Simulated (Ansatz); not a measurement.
## O on Rh(111): change of the work function

How does O on the fcc site change the work function of Rh(111) as the layer fills?

Main program and level: Ansatz 0.2.0; plane-wave DFT, PBE, Ansatz PAW.

Report form: the programs' logs are mostly left out.

### 1. Starting point

The cell holds 4 atoms: 4 Rh. Its edges and angles: a = 2.687 Å, b = 2.687 Å, c = 24.582 Å, α = 90.0°, β = 90.0°, γ = 60.0°. Vacuum lies along c.

As a file:

```cif
data_structure
_symmetry_space_group_name_H-M 'P 1'
_symmetry_Int_Tables_number 1
_cell_length_a 2.6870
_cell_length_b 2.6870
_cell_length_c 24.5818
_cell_angle_alpha 90.000
_cell_angle_beta 90.000
_cell_angle_gamma 60.000
_cell_volume 153.70
loop_
_atom_site_label
_atom_site_type_symbol
_atom_site_fract_x
_atom_site_fract_y
_atom_site_fract_z
_atom_site_occupancy
Rh1 Rh 0.00000 0.00000 0.36612 1
Rh2 Rh 0.33333 0.33333 0.45537 1
Rh3 Rh 0.66667 0.66667 0.54463 1
Rh4 Rh 0.00000 0.00000 0.63388 1
```

### 2. The clean slab

The bare slab comes first, as the zero from which every change is counted. The two lowest layers are held at bulk places and the upper ones relax. The dipole correction removes the false field that a one-sided slab makes across the periodic vacuum, so each face gets a flat vacuum level of its own.

input.yaml

```yaml
crystal:
  lattice:
    - [2.6870057685, 0.0, 0.0]
    - [1.3435028843, 2.3270152556, 0.0]
    - [0.0, 0.0, 24.5817930688]
  atoms:
    - { symbol: Rh, position: [0.0, 0.0, 0.3661246344] }
    - { symbol: Rh, position: [0.3333333333, 0.3333333333, 0.4553748781] }
    - { symbol: Rh, position: [0.6666666667, 0.6666666667, 0.5446251219] }
    - { symbol: Rh, position: [0.0, 0.0, 0.6338753656] }
kpoints:
  mp_grid: { grid: [12, 12, 1] }
hamiltonian:
  xc: pbe
scf:
  occupations: { method: fermi_dirac, width: 0.1 }
  convergence: { dr2_threshold: 1.0e-08 }
efield:
  axis: 3
  dipole_correction: true
  ramp_position: 0.97
  ramp_width: 0.06
relax:
  f_tol: 0.02
  max_steps: 60
  constraints: [{ sites: [0, 1] }]
output:
  write_potential: true
  write_density: true
  volumetric_format: npy
```

Run with:

```bash
ansatz run input.yaml --threads 4 --pin off --max-ram 6144MiB --backend cpu --events-out ev --progress --plain --runs-dir out
```

Elapsed: 6.6 s, on 4 threads of Intel Xeon Platinum 8488C (Sapphire Rapids), shared host; peak memory 0.54 GiB.

Relaxation path:

```csv
step,energy less that of the first step (eV),largest force component (eV/Å)
1,0.0000,0.0350
2,-0.0001,0.0224
3,-0.0001,0.0004
```

Forces are held to the 6 operations that the run works with; a distortion that breaks them can't arise in this run.

Final coordinates:

```xyz
4
Lattice="2.6870 0.0000 0.0000 1.3435 2.3270 0.0000 0.0000 0.0000 24.5818" Properties=species:S:1:pos:R:3
Rh    0.0000    0.0000    9.0000
Rh    1.3435    0.7757   11.1939
Rh    2.6870    1.5513   13.3841
Rh    0.0000    0.0000   15.5738
```

This step gave:

```yaml
energy_at_zero_smearing: -25609.9437 eV
work_function_upper_face: 5.167 eV
dipole_along_the_normal: 6.11e-5 e·Å
```

Running mean over 2.194 Å of the planar mean; the ramp of the sawtooth is left out. Electron's electrostatic potential energy less the Fermi level against z:

```csv
z (Å),electron's electrostatic potential energy less the Fermi level (eV)
4,5.17
5,5.16
6,5.10
7,4.16
8,-5.57
9,-12.7
10,-13.1
11,-13.2
12,-13.3
13,-13.3
14,-13.2
15,-13.0
16,-11.5
17,0.143
18,4.85
19,5.14
20,5.17
21,5.17
```

The relaxation took 3 steps and lowered the energy by 1.3e-4 eV; the largest force on the free atoms ends at 4.0e-4 eV/Å.

The work function of the upper face is 5.17 eV.

### 3. The covered slab, k-mesh 6×6×1, coverage 0.25 ML

System of this step: Rh16O (O/Rh(111)). The cell holds 17 atoms: 16 Rh and 1 O. Its edges and angles: a = 5.374 Å, b = 5.374 Å, c = 26.051 Å, α = 90.0°, β = 90.0°, γ = 60.0°. Vacuum lies along c.

The clean slab as it ended is repeated in the plane and the adsorbate is set on one face; the cell's size fixes the coverage, and the k-mesh shrinks with it to keep the sampling density about even. Adsorbate and upper layers relax, since the dipole depends on the height.

input.yaml

```yaml
crystal:
  lattice:
    - [5.374011537, -1.0e-10, 0.0]
    - [2.6870057685, 4.6540305112, 0.0]
    - [0.0, 0.0, 26.0513797458]
  atoms:
    - { symbol: Rh, position: [0.0, 0.0, 0.3454711454] }
    - { symbol: Rh, position: [0.1666666667, 0.1666666667, 0.4296866857] }
    - { symbol: Rh, position: [0.3333333333, 0.3333333333, 0.5137573572] }
    - { symbol: Rh, position: [0.0, 0.0, 0.5978113474] }
    - { symbol: Rh, position: [0.0, 0.5, 0.3454711454] }
    - { symbol: Rh, position: [0.1666666667, 0.6666666667, 0.4296866857] }
    - { symbol: Rh, position: [0.3333333333, 0.8333333333, 0.5137573572] }
    - { symbol: Rh, position: [0.0, 0.5, 0.5978113474] }
    - { symbol: Rh, position: [0.5, 0.0, 0.3454711454] }
    - { symbol: Rh, position: [0.6666666667, 0.1666666667, 0.4296866857] }
    - { symbol: Rh, position: [0.8333333333, 0.3333333333, 0.5137573572] }
    - { symbol: Rh, position: [0.5, 0.0, 0.5978113474] }
    - { symbol: Rh, position: [0.5, 0.5, 0.3454711454] }
    - { symbol: Rh, position: [0.6666666667, 0.6666666667, 0.4296866857] }
    - { symbol: Rh, position: [0.8333333333, 0.8333333333, 0.5137573572] }
    - { symbol: Rh, position: [0.5, 0.5, 0.5978113474] }
    - { symbol: O, position: [0.1666666667, 0.1666666667, 0.6545288546] }
kpoints:
  mp_grid: { grid: [6, 6, 1] }
hamiltonian:
  xc: pbe
scf:
  occupations: { method: fermi_dirac, width: 0.1 }
  convergence: { dr2_threshold: 1.0e-08 }
efield:
  axis: 3
  dipole_correction: true
  ramp_position: 0.97
  ramp_width: 0.06
relax:
  f_tol: 0.02
  max_steps: 60
  constraints: [{ sites: [0, 1, 4, 5, 8, 9, 12, 13] }]
output:
  dos: { projected: true, e_range: [-8, 4] }
  write_potential: true
  write_density: true
  volumetric_format: npy
  elf: true
```

The job ended after 70 s (4 threads; peak memory 2.7 GiB).

This run has no spin polarisation, although Rh can carry a moment.

Relaxation path:

```csv
step,energy less that of the first step (eV),largest force component (eV/Å)
1,0.0000,2.3376
2,-0.2683,1.0547
3,-0.3267,0.1860
4,-0.3297,0.0466
5,-0.3305,0.0130
```

Forces are held to the 6 operations that the run works with; a distortion that breaks them can't arise in this run.

The atoms that moved most (Å):

```csv
atom,dx,dy,dz,length
O17,0.000,0.000,-0.187,0.187
Rh8,0.000,0.038,0.075,0.084
Rh12,0.033,-0.019,0.075,0.084
Rh4,-0.033,-0.019,0.075,0.084
Rh15,0.000,0.000,0.035,0.035
Rh16,0.000,0.000,-0.016,0.016
Rh3,0.003,0.002,-0.009,0.010
Rh7,0.000,-0.004,-0.009,0.010
```

The relaxed structure:

```
Rh O
1.0
     5.37401    0.00000    0.00000
     2.68701    4.65403    0.00000
     0.00000    0.00000   26.05138
Rh O
16 1
Cartesian
  0.0000 0.0000 9.0000
  1.3435 0.7757 11.1939
  2.6902 1.5532 13.3749
  -0.0328 -0.0189 15.6490
  1.3435 2.3270 9.0000
  2.6870 3.1027 11.1939
  4.0305 3.8747 13.3749
  1.3435 2.3649 15.6490
  2.6870 0.0000 9.0000
  4.0305 0.7757 11.1939
  5.3708 1.5532 13.3749
  2.7198 -0.0189 15.6490
  4.0305 2.3270 9.0000
  5.3740 3.1027 11.1939
  6.7175 3.8784 13.4188
  4.0305 2.3270 15.5583
  1.3435 0.7757 16.8647
```

Numbers from this step:

* energy at zero smearing: -103006.7056 eV
* work function, upper face: 5.686 eV
* work function, lower face: 5.168 eV
* dipole along the normal: -0.07153 e·Å
* step between the vacuum levels: 0.5175 eV

Running mean over 2.194 Å of the planar mean; the ramp of the sawtooth is left out. Electron's electrostatic potential energy less the Fermi level against z:

```csv
z (Å),electron's electrostatic potential energy less the Fermi level (eV)
4,5.17
5,5.16
6,5.10
7,4.16
8,-5.56
9,-12.7
10,-13.1
11,-13.2
12,-13.3
13,-13.2
14,-12.8
15,-12.7
16,-12.7
17,-1.49
18,4.70
19,5.65
20,5.68
21,5.69
22,5.69
23,5.69
```

The density of states has structure finer than the step of the table below, so its rows give means over 0.5 eV, whole bins alone (the curve runs from -8 to 1.98 eV). Peaks (eV: height): -4.15: 48.4, -2.74: 62.2, -2.62: 49.5, -2.53: 50.5, -2.35: 51.1, -1.35: 50.0, -1.20: 50.4.

Density of states against energy, zero at the Fermi level; means over each step:

energy (eV), density of states (states/eV a cell) and a bar:
```
     -7.5        0.1 
     -7.0        1.0 #
     -6.5        3.0 ##
     -6.0        8.7 #######
     -5.5       21.2 ##################
     -5.0       25.7 #####################
     -4.5       22.5 ###################
     -4.0       22.4 ###################
     -3.5       20.9 #################
     -3.0       27.5 #######################
     -2.5       36.0 ##############################
     -2.0       21.9 ##################
     -1.5       25.9 ######################
     -1.0       26.0 ######################
     -0.5       26.7 ######################
      0.0       25.9 ######################
      0.5       26.5 ######################
      1.0       11.2 #########
      1.5        5.8 #####
```

Projected DOS per atom over height of the atomic layer and energy from the Fermi level. Layers: Rh4 Rh4 Rh4 Rh4 O from below.

Ten even steps from '0' (0.00 states/eV) to '9' (2.53 states/eV), each cell a mean:
```
00000
11111
32343
78750
75561
75571
74561
75561
74461
96661
77770
46651
45541
54541
55551
49821
27639
01129
00014
00000
00000
00000
```
Columns: height of the atomic layer (Å) from 9 to 16.9 (not evenly spaced); rows upwards: energy from the Fermi level (eV) from -7.96 to 1.95.

ELF in the ca plane at fractional y = 0.167, with atoms of Rh and O within 0.2 Å of it. It is the smooth field of the valence electrons, not physical close to the nuclei.

Ten even steps from '0' (0.00) to '9' (0.84), each cell a mean:
```
24543222222224542233443222100000000000000000
24442222322224542233443210000000000000000000
23322224653222332222333211000000000000000000
33223247885232222222233221000000000000000000
33333258986223322222333321000000000000000000
23222247885232222222233221000000000000000000
23332224543223332223333210000000000000000000
24543222322224542233453210000000000000000000
24442222322224542223442233210000000000000000
23322224553223332222223688631000000000000000
33223247885232222222126889962000000000000000
33333258986233322211138659973100000000000000
23222247885232222222226889962000000000000000
23332224543222332222322577631000000000000000
```
Columns run along c (16.0 Å, from fractional 0.32 to 0.93 of the cell), rows up along a (5.4 Å). Atoms in or near the plane, at fractional coordinates: Rh at (0.43, 0.17), Rh at (0.43, 0.67), O at (0.65, 0.17).

Valence density in the ca plane at fractional y = 0.167, with atoms of Rh and O within 0.2 Å of it. It is the smooth field of the valence electrons, not physical close to the nuclei.

Values in units of 1e0 e/Å³, 8 rows by 16 columns, each cell a mean:
```
1.1 1.0 0.3 0.4 0.5 1.6 0.4 1.4 0.4 0.1 0.0 0.0 0.0 0.0 0.0 0.0
0.5 0.5 1.5 2.7 0.4 0.7 0.3 0.6 0.2 0.0 0.0 0.0 0.0 0.0 0.0 0.0
0.2 0.3 4.5 8.4 0.4 0.3 0.2 0.3 0.1 0.0 0.0 0.0 0.0 0.0 0.0 0.0
0.5 0.5 1.6 2.9 0.4 0.6 0.3 0.7 0.2 0.0 0.0 0.0 0.0 0.0 0.0 0.0
1.1 1.0 0.3 0.4 0.5 1.6 0.4 1.4 0.4 0.1 0.0 0.0 0.0 0.0 0.0 0.0
0.5 0.5 1.5 2.7 0.4 0.7 0.3 0.5 1.2 0.6 0.0 0.0 0.0 0.0 0.0 0.0
0.2 0.3 4.5 8.4 0.4 0.3 0.2 0.3 3.8 2.1 0.0 0.0 0.0 0.0 0.0 0.0
0.5 0.5 1.7 3.0 0.4 0.6 0.2 0.6 1.3 0.6 0.0 0.0 0.0 0.0 0.0 0.0
```
Columns run along c (16.0 Å, from fractional 0.32 to 0.93 of the cell), rows up along a (5.4 Å). Atoms in or near the plane, at fractional coordinates: Rh at (0.43, 0.17), Rh at (0.43, 0.67), O at (0.65, 0.17).

Electrostatic potential energy in the ca plane at fractional y = 0.167, with atoms of Rh and O within 0.2 Å of it. With pseudopotentials it is smooth inside the atoms' cores, unlike the true potential.

Ten even steps from '0' (-54 eV) to '9' (10 eV), each cell a mean:
```
85457998889986457887447899999999999999999999
86458998888986457887557899999999999999999999
98778974237888778998778999999999999999999999
99899850003899889999889999999999999999999999
99999830001799999999999999999999999999999999
98889851003898889999889999999999999999999999
87678985457887678998668999999999999999999999
85457998889986457887447899999999999999999999
86458998888986457887557899999999999999999999
98778975347887778998778778999999999999999999
99899850003899889999887325999999999999999999
99999830001799999999986103899999999999999999
98889851003898889999887435999999999999999999
87678986457887778998778889999999999999999999
```
Columns run along c (16.0 Å, from fractional 0.32 to 0.93 of the cell; values clipped at the 3rd and 97th percentile), rows up along a (5.4 Å). Atoms in or near the plane, at fractional coordinates: Rh at (0.43, 0.17), Rh at (0.43, 0.67), O at (0.65, 0.17).

The relaxation took 5 steps and lowered the energy by 0.33 eV; the largest force on the free atoms ends at 0.013 eV/Å.

By hand: a sheet of dipoles makes a step −p/(ε₀A) in the electron's potential. With e/ε₀ = 180.95 V·Å, p = -0.07153 e·Å and A = 25.01 Å², that is −180.95 × (-0.07153) / 25.01 = +0.517 eV, and the two vacuum levels of the run differ by +0.517 eV.

The covered face has 5.69 eV, +0.52 eV against the clean one; the bare back face has moved by -0.00 eV, a measure of how thin the slab is.

### 4. Adsorbate added, k-mesh 12×12×1, coverage 1 ML

System of this step: Rh4O (O/Rh(111)). The cell holds 5 atoms: 4 Rh and 1 O. Cell: a = 2.687 Å, b = 2.687 Å, c = 26.051 Å, α = 90.0°, β = 90.0°, γ = 60.0°. Vacuum lies along c.

Another coverage, to see how the dipoles act on each other as their distance changes.

input.yaml, the sections that differ from step 3:

```yaml
crystal:
  lattice:
    - [2.6870057685, 0.0, 0.0]
    - [1.3435028843, 2.3270152556, 0.0]
    - [0.0, 0.0, 26.0513797458]
  atoms:
    - { symbol: Rh, position: [0.0, 0.0, 0.3454711454] }
    - { symbol: Rh, position: [0.3333333333, 0.3333333333, 0.4296866857] }
    - { symbol: Rh, position: [0.6666666667, 0.6666666667, 0.5137573572] }
    - { symbol: Rh, position: [0.0, 0.0, 0.5978113474] }
    - { symbol: O, position: [0.3333333333, 0.3333333333, 0.6545288546] }
kpoints:
  mp_grid: { grid: [12, 12, 1] }
relax:
  f_tol: 0.02
  max_steps: 60
  constraints: [{ sites: [0, 1] }]
output:
  write_potential: true
  write_density: true
  volumetric_format: npy
# hamiltonian, scf, efield: as in step 3
```

Run time: 15 s. Hardware: 4 threads; peak memory 0.57 GiB; 56 s of CPU time.

Relaxation path:

```csv
step,energy less that of the first step (eV),largest force component (eV/Å)
1,0.0000,3.3390
2,-0.4229,1.8219
3,-0.5152,1.2415
4,-0.5336,0.3711
5,-0.5506,0.2772
6,-0.5539,0.0021
```

The run keeps the 6 symmetry operations that it works with, so distortions that break them were not tested.

The atoms that moved most (Å):

```csv
atom,dx,dy,dz,length
Rh4,0.000,0.000,0.150,0.150
O5,0.000,0.000,-0.148,0.148
Rh3,0.000,0.000,0.005,0.005
```

The relaxed structure:

```cif
data_structure
_symmetry_space_group_name_H-M 'P 1'
_symmetry_Int_Tables_number 1
_cell_length_a 2.6870
_cell_length_b 2.6870
_cell_length_c 26.0514
_cell_angle_alpha 90.000
_cell_angle_beta 90.000
_cell_angle_gamma 60.000
_cell_volume 162.89
loop_
_atom_site_label
_atom_site_type_symbol
_atom_site_fract_x
_atom_site_fract_y
_atom_site_fract_z
_atom_site_occupancy
Rh1 Rh 0.00000 0.00000 0.34547 1
Rh2 Rh 0.33333 0.33333 0.42969 1
Rh3 Rh 0.66667 0.66667 0.51397 1
Rh4 Rh 0.00000 0.00000 0.60356 1
O5 O 0.33333 0.33333 0.64883 1
```

This step gave:

```
energy at zero smearing        : -26176.0400 eV
work function, upper face      : 6.414 eV
work function, lower face      : 5.167 eV
dipole along the normal        : -0.04310 e·Å
step between the vacuum levels : 1.247 eV
```

Running mean over 2.194 Å of the planar mean; the ramp of the sawtooth is left out. Table of electron's electrostatic potential energy less the Fermi level by z:

```csv
z (Å),electron's electrostatic potential energy less the Fermi level (eV)
3.5,5.17
4.0,5.17
4.5,5.17
5.0,5.16
5.5,5.15
6.0,5.10
6.5,4.91
7.0,4.16
7.5,0.982
8.0,-5.56
8.5,-11.0
9.0,-12.7
9.5,-13.0
10.0,-13.0
10.5,-13.1
11.0,-13.2
11.5,-13.2
12.0,-13.2
12.5,-13.1
13.0,-13.1
13.5,-12.9
14.0,-12.2
14.5,-11.6
15.0,-12.4
15.5,-14.5
16.0,-16.3
16.5,-13.6
17.0,-6.42
17.5,-0.548
18.0,3.27
18.5,5.78
19.0,6.33
19.5,6.40
20.0,6.41
20.5,6.41
21.0,6.41
21.5,6.41
22.0,6.41
22.5,6.41
23.0,6.41
```

The relaxation took 6 steps and lowered the energy by 0.55 eV; the largest force on the free atoms ends at 0.0021 eV/Å.

The covered face has 6.41 eV, +1.25 eV against the clean one; the bare back face has moved by -0.00 eV, a measure of how thin the slab is.

### 5. Work function against coverage

This step: plane-wave DFT, PBE, Ansatz PAW; work function against coverage (Ansatz 0.2.0).

The runs are now put side by side.

Numbers from this step:

- work function of the clean face: 5.167 eV
- largest change of the work function: 1.247 eV

Work function of the covered face against coverage:

```csv
coverage (adsorbates/nm²),work function of the covered face (eV)
0.00,5.17
4.00,5.69
15.99,6.41
```

The dipole per adsorbate comes from the change of the cell's dipole. Coverage, by row:

```csv
coverage (1/nm²),coverage (ML),work function (eV),change (eV),"dipole per adsorbate, positive end outwards (debye)",mean height of the added atoms over the highest substrate atom (Å)
3.998,0.25,5.686,0.5185,-0.345,1.216
15.99,1,6.414,1.247,-0.207,1.179
```

### 6. What came out

- work function of the clean face: 5.17 eV
- work function at 0.25 ML: 5.69 eV
- work function at 1 ML: 6.41 eV
- dipole per adsorbate at 0.25 ML, positive end outwards: -0.34 D

What this shows: O raises the work function of Rh(111) at the lowest coverage, by 0.52 eV: the adsorbate layer has its negative end outwards. The slab has 4 layers, at the tabulated experimental lattice constant, one starting site was run, and quantum-size effects of a slab this thin can reach one or two tenths of an eV.

[Logs are printed without paths, hosts, clocks, repeated set-up lines and the standing remarks that a program may print on its own settings, such as how far it seeks lower states.]

[Hosts, paths, dates, database ids (printed as entryN), source tags and the programs' standing remarks are cut or masked in the printed files.]

[Maps of the electrostatic potential energy from Ansatz leave out the sawtooth potential of an applied field or a dipole correction, so their vacuum need not be flat; planar profiles and work functions include it.]
